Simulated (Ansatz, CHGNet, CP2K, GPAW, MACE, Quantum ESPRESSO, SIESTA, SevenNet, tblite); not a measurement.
# Quantum ESPRESSO on twisted Ti2CO2 MXene bilayer, 38.21° (70 atoms): settings against a plane-wave reference

Wanted: Quantum ESPRESSO inputs and outputs for twisted Ti2CO2 MXene bilayer, 38.21° (70 atoms), checked against a plane-wave reference.

Main program and level: Quantum ESPRESSO 7.5; the method is named at each step.

## 1. The structure

The cell holds 70 atoms: 14 C, 28 Ti and 28 O. Cell: a = 8.017 Å, b = 8.017 Å, c = 23.800 Å, α = 90.0°, β = 90.0°, γ = 120.0°. It derives from Ti2CO2 (Ti2CO2 MXene). Ti2CO2 MXene (a = 3.03 Å) under Ti2CO2 MXene (a = 3.03 Å), bilayer, commensurate cell of 7 unit cells a layer, twist 38.21 deg; facing planes 2.92 Å apart; 12 Å of vacuum; layers as built, displaced by a Gaussian of 0.01 Å. Then every atom was moved at random, 0.03 Å r.m.s. a Cartesian component. Regions: layer 1, 35 atoms (7 C, 14 Ti and 14 O); layer 2, 35 atoms (7 C, 14 Ti and 14 O). Vacuum lies along c.

The yardstick, on the same geometry:

| Quantity | Value |
| --- | --- |
| method | Kohn-Sham DFT, PBE, PAW, plane waves (Ansatz 0.2.0); cutoff 420 eV, Γ point, fermi-dirac smearing of 0.05 eV; PAW set soft_2 |
| r.m.s. force component | 0.4749 eV/Å |
| longest force | 1.655 eV/Å |
| gap (highest filled to lowest empty level) | 0.398 eV |
| SCF cycles | 11 |
| time | 22 s on 4 threads of Arm Neoverse V1, shared host |
| CPU time | 85 s |

## 2. PBE, sssp-1.3.0-efficiency, 60/480 Ry

Method: Kohn-Sham DFT, PBE, SSSP efficiency 1.3.0 pseudopotentials, plane waves.

pw.in

```
&control
  calculation = 'scf'
  pseudo_dir = './pseudo'
  outdir = './tmp'
  disk_io = 'none'
  tprnfor = .true.
/
&system
  ibrav = 0
  nat = 70
  ntyp = 3
  ecutwfc = 60
  ecutrho = 480
  nosym = .true.
  occupations = 'smearing'
  smearing = 'fd'
  degauss = 0.003675
/
&electrons
  conv_thr = 3.5e-07
  electron_maxstep = 100
  mixing_beta = 0.2
  mixing_mode = 'local-TF'
  diagonalization = 'david'
/
ATOMIC_SPECIES
C 12.011 C.upf
Ti 47.867 Ti.upf
O 15.999 O.upf
CELL_PARAMETERS angstrom
8.01660 0.00000 0.00000
-4.00830 6.94258 0.00000
0.00000 0.00000 23.80000
ATOMIC_POSITIONS crystal
C 0.00124 0.99963 0.34539
Ti 0.19009 0.23790 0.40114
Ti 0.24026 0.04212 0.29093
O 0.24223 0.05302 0.43835
O 0.18945 0.23896 0.25079
C 0.14251 0.42279 0.34470
Ti 0.33450 0.67071 0.40244
Ti 0.38215 0.47720 0.28948
O 0.37822 0.46913 0.43643
O 0.34257 0.67381 0.25075
C 0.28583 0.85885 0.34425
Ti 0.47536 0.09688 0.40330
Ti 0.52077 0.90577 0.29097
O 0.51923 0.90439 0.43927
O 0.47904 0.09635 0.25062
C 0.42565 0.27693 0.34762
Ti 0.62778 0.53397 0.40054
Ti 0.66501 0.32960 0.29275
O 0.66427 0.32577 0.43736
O 0.61917 0.52883 0.25344
C 0.57227 0.72083 0.34580
Ti 0.76233 0.94871 0.39963
Ti 0.81213 0.76704 0.28988
O 0.82153 0.76897 0.43648
O 0.75843 0.95051 0.25261
C 0.72042 0.14081 0.34618
Ti 0.89976 0.37731 0.40222
Ti 0.95505 0.18578 0.29081
O 0.95209 0.18770 0.43850
O 0.90443 0.38088 0.25217
C 0.85940 0.57076 0.34539
Ti 0.04351 0.80655 0.40003
Ti 0.10088 0.62137 0.29016
O 0.09842 0.61648 0.43941
O 0.03983 0.79742 0.25106
C 0.99967 0.55970 0.65493
Ti 0.76479 0.36792 0.70783
Ti 0.80805 0.60070 0.59992
O 0.80828 0.60586 0.74742
O 0.76876 0.37292 0.56003
C 0.84815 0.83979 0.65519
Ti 0.61375 0.65417 0.70840
Ti 0.66596 0.89530 0.60073
O 0.66792 0.89719 0.75005
O 0.61656 0.65049 0.56084
C 0.57644 0.41444 0.65408
Ti 0.32988 0.22212 0.70982
Ti 0.38136 0.46875 0.59839
O 0.38761 0.46734 0.74793
O 0.33623 0.23711 0.56307
C 0.71301 0.12857 0.65307
Ti 0.48031 0.94293 0.70997
Ti 0.52607 0.17400 0.59896
O 0.51804 0.16701 0.74718
O 0.46901 0.93724 0.55961
C 0.42678 0.70150 0.65452
[... 10 atom lines left out ...]
Ti 0.04554 0.79820 0.71011
Ti 0.10405 0.04381 0.60095
O 0.08692 0.02657 0.74869
O 0.04152 0.78772 0.56161
K_POINTS gamma
```

Run with:

```console
> OMP_NUM_THREADS=1 mpirun -np 4 pw.x -in pw.in > output.txt
```

The log of the run:

```text
Program PWSCF
     gamma-point specific algorithms are used
     one sub-group per band group will be used
     scalapack distributed-memory algorithm (size of sub-group:  2*  2 procs)
     Parallelization info
     sticks:   dense  smooth     PW     G-vecs:    dense   smooth      PW
     Min        1897     948    237               396849   140308   17566
     Max        1898     949    240               396862   140341   17580
     Sum        7591    3793    955              1587427   561281   70293
     bravais-lattice index     =            0
     lattice parameter (alat)  =      15.1492  a.u.
     unit-cell volume          =    8938.9121 (a.u.)^3
     number of atoms/cell      =           70
     number of atomic types    =            3
     number of electrons       =       560.00
     number of Kohn-Sham states=          336
     kinetic-energy cutoff     =      60.0000  Ry
     charge density cutoff     =     480.0000  Ry
     scf convergence threshold =      3.5E-07
     mixing beta               =       0.2000
     number of iterations used =            8  local-TF  mixing
     Exchange-correlation= SLA  PW   PBX  PBC
                           (   1   4   3   4   0   0   0)
     crystal axes: (cart. coord. in units of alat)
               a(1) = (   1.000000   0.000000   0.000000 )
               a(2) = (  -0.500000   0.866025   0.000000 )
               a(3) = (   0.000000   0.000000   2.968840 )
     reciprocal axes: (cart. coord. in units 2 pi/alat)
               b(1) = (  1.000000  0.577350 -0.000000 )
               b(2) = (  0.000000  1.154700  0.000000 )
               b(3) = (  0.000000 -0.000000  0.336832 )
     PseudoPot. # 1 for C :
     Pseudo is Projector augmented-wave + core cor, Zval =  4.0
     PseudoPot. # 2 for Ti:
     Pseudo is Ultrasoft + core correction, Zval = 12.0
     PseudoPot. # 3 for O :
     Pseudo is Projector augmented-wave + core cor, Zval =  6.0
     atomic species   valence    mass     pseudopotential
     C                 4.00    12.01100     C ( 1.00)
     Ti               12.00    47.86700     Ti( 1.00)
     O                 6.00    15.99900     O ( 1.00)
     No symmetry found
   Cartesian axes
     number of k points=     1  Fermi-Dirac smearing, width (Ry)=  0.0037
                       cart. coord. in units 2pi/alat
        k(    1) = (   0.0000000   0.0000000   0.0000000), wk =   2.0000000
     Dense  grid:   793714 G-vectors     FFT dimensions: ( 108, 108, 320)
     Smooth grid:   280641 G-vectors     FFT dimensions: (  75,  75, 225)
     Check: negative core charge=   -0.000005
     Initial potential from superposition of free atoms
     starting charge     531.9981, renormalised to     560.0000
     negative rho (up, down):  4.077E-02 0.000E+00
     Starting wfcs are  448 randomized atomic wfcs
     Self-consistent Calculation
     iteration #  1     ecut=    60.00 Ry     beta= 0.20
     negative rho (up, down):  4.157E-02 0.000E+00
     total energy              =   -4773.73153833 Ry
     estimated scf accuracy    <      29.41868787 Ry
     iteration #  2     ecut=    60.00 Ry     beta= 0.20
     negative rho (up, down):  4.640E-02 0.000E+00
     total energy              =   -4767.12373428 Ry
     estimated scf accuracy    <      18.83251764 Ry
     iteration #  3     ecut=    60.00 Ry     beta= 0.20
     negative rho (up, down):  4.449E-02 0.000E+00
     total energy              =   -4770.48579147 Ry
     estimated scf accuracy    <       8.15289051 Ry
     iteration #  4     ecut=    60.00 Ry     beta= 0.20
     negative rho (up, down):  3.673E-02 0.000E+00
     total energy              =   -4770.34191987 Ry
     estimated scf accuracy    <       2.74540644 Ry
     iteration #  5     ecut=    60.00 Ry     beta= 0.20
     negative rho (up, down):  3.002E-02 0.000E+00
     total energy              =   -4770.17592629 Ry
     estimated scf accuracy    <       1.72448190 Ry
     iteration #  6     ecut=    60.00 Ry     beta= 0.20
[...]
total energy              =   -4770.11941377 Ry
     estimated scf accuracy    <       0.54413865 Ry
[...]
c_bands:  4 eigenvalues not converged
[...]
c_bands:  3 eigenvalues not converged
[...]
total energy              =   -4770.20870936 Ry
[...]
iteration # 31     ecut=    60.00 Ry     beta= 0.20
[...]
total energy              =   -4770.20870920 Ry
     estimated scf accuracy    <       0.00000291 Ry
     iteration # 32     ecut=    60.00 Ry     beta= 0.20
     negative rho (up, down):  3.373E-02 0.000E+00
     total energy              =   -4770.20870980 Ry
     estimated scf accuracy    <       0.00000130 Ry
     iteration # 33     ecut=    60.00 Ry     beta= 0.20
     negative rho (up, down):  3.388E-02 0.000E+00
     End of self-consistent calculation
          k = 0.0000 0.0000 0.0000 ( 35147 PWs)   bands (ev):
   -53.8527 -53.8465 -53.8224 -53.8130 -53.7959 -53.7810 -53.7738 -53.7410
   -53.7275 -53.7169 -53.7030 -53.6998 -53.6871 -53.6773 -53.6716 -53.6687
   -53.6641 -53.6575 -53.6509 -53.6445 -53.6415 -53.6239 -53.6207 -53.6137
   -53.5833 -53.5764 -53.5392 -53.4955 -30.3395 -30.3043 -30.2833 -30.2681
   -30.2629 -30.2367 -30.2319 -30.2188 -30.2170 -30.2127 -30.2075 -30.1884
   -30.1750 -30.1680 -30.1540 -30.1508 -30.1492 -30.1376 -30.1371 -30.1292
[...]
5.7183   5.7284   5.7363   5.7438   5.7532   5.7625   5.7682   5.7703
     5.7916   5.8192   5.8310   5.8339   5.8552   5.8762   6.1529   6.1906
     6.2010   6.2177   6.2338   6.2506   6.2552   6.2790   6.2878   6.3099
     the Fermi energy is     4.3044 ev
!    total energy              =   -4770.20870949 Ry
     estimated scf accuracy    <       0.00000033 Ry
     smearing contrib. (-TS)   =      -0.00241081 Ry
     internal energy E=F+TS    =   -4770.20629868 Ry
     The total energy is F=E-TS. E is the sum of the following terms:
     one-electron contribution =  -27604.60402362 Ry
     hartree contribution      =   13911.02224021 Ry
     xc contribution           =    -777.80076600 Ry
     ewald contribution        =   10054.16886593 Ry
     one-center paw contrib.   =    -352.99261519 Ry
     convergence has been achieved in  33 iterations
     negative rho (up, down):  3.388E-02 0.000E+00
     Forces acting on atoms (cartesian axes, Ry/au):
     atom    1 type  1   force =     0.00780969   -0.02070581   -0.00681958
     atom    2 type  2   force =    -0.01317821    0.01704380   -0.03045426
     atom    3 type  2   force =    -0.00610919    0.02298135    0.00782188
     atom    4 type  3   force =     0.00379759   -0.02799420    0.02224547
     atom    5 type  3   force =     0.01517734   -0.00087311    0.00829703
     atom    6 type  1   force =     0.00239973    0.01639068    0.00263649
[...]
atom   68 type  2   force =    -0.00979566   -0.01857804   -0.00198938
     atom   69 type  3   force =     0.00931873    0.01252463   -0.00514221
     atom   70 type  3   force =     0.00765701    0.02348863   -0.00145255
     Total force =     0.267152     Total SCF correction =     0.002183
     Message from routine punch:
     Nothing written, as per user request (disk_io='none')
```

Run time: 9.1 min. Hardware: 4 MPI ranks of Arm Neoverse V1, shared host; peak memory 4.5 GiB; 36 min of CPU time.

Banners, paths, timers and routine set-up lines are dropped from the logs unmarked, and long logs keep their key lines alone; longer cuts are marked.

Against the reference:

```
r.m.s. force component                           : 0.474 eV/Å
r.m.s. difference of force components            : 4.357 meV/Å
longest difference of force vectors              : 11.96 meV/Å
force difference over r.m.s. force               : 0.9173 %
slope of forces against the reference's          : 0.9979
correlation of force components                  : 1
gap (highest filled to lowest empty level) : 0.398 eV
gap difference                                   : 0 eV
```

Length of the force difference by element (eV/Å):

| element | atoms | mean | most |
| --- | --- | --- | --- |
| C | 14 | 0.0017 | 0.0032 |
| O | 28 | 0.0075 | 0.011 |
| Ti | 28 | 0.009 | 0.012 |

Levels nearest the highest filled one (eV from it): -2.07, -2.06, -2.03, -1.98, -1.97, -1.91, -1.31, -1.04, -0.24, -0.21, -0.07, 0.00, 0.40, 0.41, 0.51, 0.52, 0.54, 0.56, 0.61, 0.61, 0.64, 0.67, 0.69, 0.72.

Local excerpt of 13 atoms (numbers count through the whole input) about O24, which bears the longest force; x, y, z are measured from there.

```csv
atom,x,y,z,distance (Å),bonds,Fx,Fy,Fz (eV/Å)
O24,0.00,0.00,0.00,0.00,3,-0.55,-0.69,1.39
Ti32,1.63,0.26,-0.87,1.86,6,0.70,0.26,-0.89
Ti22,-1.20,1.25,-0.88,1.94,6,-0.65,1.13,-0.85
Ti17,-0.61,-1.63,-0.86,1.94,6,-0.66,-0.68,-1.21
C1,0.52,1.60,-2.17,2.74,6,0.20,-0.53,-0.18
C31,1.10,-1.38,-2.17,2.79,6,-0.16,-0.02,0.77
C21,-1.81,-0.33,-2.16,2.83,6,0.45,-0.86,0.55
O29,-0.63,2.91,0.05,2.98,3,-0.09,0.07,0.43
O4,2.23,1.97,0.04,2.98,3,0.10,-0.72,0.57
O34,2.83,-1.06,0.07,3.02,3,-0.17,0.23,0.10
O14,-2.97,0.94,0.07,3.11,3,0.40,-0.32,0.24
O19,0.52,-3.08,0.02,3.12,3,-0.13,0.69,1.11
O9,-2.35,-2.08,0.00,3.14,3,0.23,0.76,0.84
```

Forces lie 0.92 % from the reference's, at 26 times its CPU time.

## 3. PBE, sssp-1.3.0-efficiency, 30/240 Ry

Method: Kohn-Sham DFT, PBE, SSSP efficiency 1.3.0 pseudopotentials, plane waves.

pw.in: that of step 2 with these lines changed.

```diff
@@ -11,4 +11,4 @@
   ntyp = 3
-  ecutwfc = 60
-  ecutrho = 480
+  ecutwfc = 30
+  ecutrho = 240
   nosym = .true.
```

Run with:

```console
> OMP_NUM_THREADS=1 mpirun -np 2 pw.x -in pw.in > output.txt
```

The log of the run:

```text
[banner, memory and clock lines left out]
Program PWSCF
     gamma-point specific algorithms are used
     bravais-lattice index     =            0
     lattice parameter (alat)  =      15.1492  a.u.
     unit-cell volume          =    8938.9121 (a.u.)^3
[... lines left out ...]
     number of electrons       =       560.00
[... lines left out ...]
     scf convergence threshold =      3.5E-07
[... lines left out ...]
     number of k points=     1  Fermi-Dirac smearing, width (Ry)=  0.0037
[... lines left out ...]
     total energy              =   -4772.02451424 Ry
[... lines left out ...]
     total energy              =   -4765.49288866 Ry
[... lines left out ...]
     total energy              =   -4768.61126579 Ry
[... lines left out ...]
     total energy              =   -4768.35942748 Ry
[... lines left out ...]
     total energy              =   -4768.35942740 Ry
[... lines left out ...]
     5.8084   5.8307   5.8418   5.8504   5.8633   5.8838   6.1731   6.2008
     6.2200   6.2365   6.2424   6.2609   6.2630   6.3010   6.3077   6.3282
     the Fermi energy is     4.3263 ev
!    total energy              =   -4768.35942733 Ry
     estimated scf accuracy    <       0.00000011 Ry
     smearing contrib. (-TS)   =      -0.00255288 Ry
     internal energy E=F+TS    =   -4768.35687446 Ry
     The total energy is F=E-TS. E is the sum of the following terms:
     one-electron contribution =  -27601.28904326 Ry
     hartree contribution      =   13909.42032893 Ry
     xc contribution           =    -777.46385159 Ry
     ewald contribution        =   10054.16886592 Ry
     one-center paw contrib.   =    -353.19317445 Ry
     convergence has been achieved in  38 iterations
     negative rho (up, down):  4.197E-02 0.000E+00
     Forces acting on atoms (cartesian axes, Ry/au):
     atom    1 type  1   force =     0.00758180   -0.02073710   -0.00761032
     atom    2 type  2   force =    -0.01394759    0.01686608   -0.03280710
     atom    3 type  2   force =    -0.00669730    0.02317728    0.00848715
[...]
atom   69 type  3   force =     0.00901551    0.01266648   -0.00438759
     atom   70 type  3   force =     0.00730357    0.02413817   -0.00251776
     Total force =     0.271357     Total SCF correction =     0.001449
     Message from routine punch:
     Nothing written, as per user request (disk_io='none')
```

Wall time 7.7 min (2 MPI ranks); peak memory 1.5 GiB.

Numbers from this run, and their distance from the reference:

```yaml
r_m_s_force_component: 0.4814 eV/Å
r_m_s_difference_of_force_components: 18.15 meV/Å
longest_difference_of_force_vectors: 80.65 meV/Å
force_difference_over_r_m_s_force: 3.821 %
slope_of_forces_against_the_reference_s: 1.013
correlation_of_force_components: 0.9994
spacing_of_highest_filled_and_lowest_empty_level: 0.3925 eV
gap_difference: -0.0055 eV
energy_less_the_same_level_run_s: 359.4 meV/atom
r_m_s_force_difference_from_the_same_level_run: 21.64 meV/Å
```

This is a coarse setting, run to see what it loses.

Against the first run (0.92 %), the force difference from the reference is 3.8 %, at 0.43 times the CPU time (on 2 against 4 cores): the cutoff matters here.

## 4. All runs compared

Differences are against the plane-wave reference, forces as r.m.s. over components; share is that over the reference's r.m.s. force, slope the least-squares factor from reference forces to these. Total energies of different programs have different zeros and aren't compared.

| run | Δ force, r.m.s. (meV/Å) | share (%) | slope | Δ gap (eV) | cores | CPU time | memory (GiB) |
| --- | --- | --- | --- | --- | --- | --- | --- |
| reference | - | - | - | - | 4 | 85 s | 1.6 |
| QE PBE, sssp-1.3.0-efficiency, 60/480 Ry | 4.36 | 0.917 | 0.998 | 0 | 4 | 36 min | 4.5 |
| QE PBE, sssp-1.3.0-efficiency, 30/240 Ry (coarse) | 18.1 | 3.82 | 1.013 | -0.0055 | 2 | 15 min | 1.5 |

Rows marked coarse were listed beforehand as settings not expected to be converged; some can still land near the reference.

CPU time is summed over cores on a shared host, where runs went side by side, so it is rough. Symmetry, cutoffs, thresholds, outputs and thread counts weren't matched or tuned between programs; memory under MPI is the largest rank's times the ranks.

Within one program, basis, potentials and functional, energies share a zero. Each run against its twin at the usual cutoff or grid and solver:

| run | twin | Δ energy (meV/atom) | Δ force, r.m.s. (meV/Å) | CPU time over the twin's |
| --- | --- | --- | --- | --- |
| QE PBE, sssp-1.3.0-efficiency, 30/240 Ry | sssp-1.3.0-efficiency, 60/480 Ry | 359 | 21.6 | 0.43 (this twin ran on 4 cores) |

## 5. Results

```
nearest in forces : QE PBE, sssp-1.3.0-efficiency, 60/480 Ry, 0.92 %
its CPU time      : 36 min
```

**Reading.** PBE on plane waves or a grid with other potentials, cutoffs or grids, coarse settings apart, differs from the reference by 0.92 % (QE PBE, sssp-1.3.0-efficiency, 60/480 Ry) of the r.m.s. force; this holds the reference's own error, so differences of a few per cent don't tell which side is nearer the exact PBE result (QE's 60 Ry are 816 eV, against the reference's 420 eV). Runs with settings chosen to be coarse differ by 3.8 % (QE PBE, sssp-1.3.0-efficiency, 30/240 Ry), their programs' other errors included. None of the electronic-structure runs in the table takes under half the reference's CPU time of 85 s; they take 11 to 26 times as much. PBE gaps agree with the reference's 0.398 eV within 0.006 eV. These are spacings on the run's k-points, which needn't hold the band edges. The reference's PBE has no dispersion term, which matters for the binding between molecules or layers. The runs have no spin polarisation, so moments on Ti can't form, and no Hubbard term. The electronic-structure runs sample only Γ, in a cell whose shortest periodic width is 7 Å.

[Also dropped from logs without a mark: logging warnings of Python, and SIESTA's first energy breakdown and zero terms.]

[Logs are printed without paths, hosts, clocks, repeated set-up lines and the standing remarks that a program may print on its own settings, such as how far it seeks lower states.]

[Hosts, paths, dates, database ids (printed as entryN), source tags and the programs' standing remarks are cut or masked in the printed files.]
